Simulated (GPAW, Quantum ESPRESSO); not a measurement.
Consider ZnNi (Pm-3m).

```xyz
2
Lattice="2.9083 0.0000 0.0000 0.0000 2.9083 0.0000 0.0000 0.0000 2.9083" Properties=species:S:1:pos:R:3 pbc="T T T"
Zn    1.4542    1.4542    1.4542
Ni    0.0000    0.0000    0.0000
```

Absorber: atom 2, with 8 Zn at 2.52 Å and 6 Ni at 2.91 Å (cube and octahedron, as in bcc, site symmetry m-3m). Method: Quantum ESPRESSO XSpectra, LDA, excited-electron core hole (neutral cell), 16-atom cell with 5.8 Å between holes, 4×4×4 k points, dipole transitions, Lorentzian half width 0.72 eV.

The database entry behind the starting cell is an old determination (1936), so it need not match the best structure at ambient conditions.

Q: Where do the maxima of the Ni K edge fall?

Main maxima up to 30 eV above the zero (height): 16.7 eV (1.96) and 25.8 eV (1.43). A K edge sees empty p states, which here mix into the lowest empty bands, so that weight starts at the zero. The total-energy difference is 8343.80 eV. One term is added: -28.76 eV, since the hole is spin-paired here and a spin-polarised one costs that much less in the free atom (computed apart). The photon energy is then 8315.04 eV. The tabulated edge of the element is 8333 eV. The functional leaves an error in such absolute values: in the free atom LDA prices this hole 17.6 eV below PBE (computed apart), and PBE is itself good to a few eV.

The Ni K spectrum (energy from the energy zero of the input (xe0, at the border of filled and empty states); intensity scaled to a mean of 1 over the first 20 eV; the points at xe0, where the cut of filled states can leave a spike, are interpolated):

```
E (eV)  intensity
  -2.0       0.07
  -1.4       0.09
  -0.8       0.12
  -0.2       0.22
   0.4       0.34
   1.0       0.39
   1.6       0.39
   2.2       0.43
   2.8       0.42
   3.4       0.42
   4.0       0.49
   4.6       0.59
   5.2       0.71
   5.8       0.74
   6.4       0.79
   7.0       0.84
   7.6       0.88
   8.2       0.92
   8.8       0.94
   9.4       0.97
  10.0       0.99
  10.6       1.02
  11.2       1.03
  11.8       1.00
  12.4       1.09
  13.0       1.23
  13.6       1.29
  14.2       1.32
  14.8       1.35
  15.4       1.57
  16.0       1.82
  16.6       1.95
  17.2       1.76
  17.8       1.52
  18.4       1.35
  19.0       1.35
  19.6       1.28
  20.2       1.13
  20.8       1.10
  21.4       1.08
  22.0       0.94
  22.6       0.90
  23.2       0.97
  23.8       0.97
  24.4       1.00
  25.0       1.19
  25.6       1.40
  26.2       1.39
  26.8       1.33
  27.4       1.33
  28.0       1.25
  28.6       1.15
  29.2       1.10
  29.8       1.14
  30.4       1.22
  31.0       1.40
  31.6       1.54
```

XSpectra leaves a spike where filled states are cut (about half a line width round xe0); it is interpolated away in tables and plots. Quadrupole 1s→3d transitions, which feed the pre-edge, are not in the dipole spectrum. The starting moments shrank to 0.00 μB or less, so this is hardly a magnetic state. The holes are only 5.8 Å apart, so the shape is probably not converged with cell size; no larger cell was run here. Lifetime broadening is put in by hand, and intensities beyond about 20 eV depend on it and on the partial waves. The structure is a published determination, not relaxed.

[Banner, clock and machine lines of the logs are left out without a mark of their own.]

[Logs are printed without paths, hosts, clocks, repeated set-up lines and the standing remarks that a program may print on its own settings, such as how far it seeks lower states.]

[Hosts, paths, dates, database ids (printed as entryN), source tags and the programs' standing remarks are cut or masked in the printed files.]

[Lists of maxima count a maximum above −3 eV only where it reaches 4 % of the highest in the window and stands out from its surroundings by 2 % of it (1.5 % where it reaches 55 %); shoulders and weaker maxima are passed over, and of the rest the first, up to two pre-edge ones and the few strongest are named.]
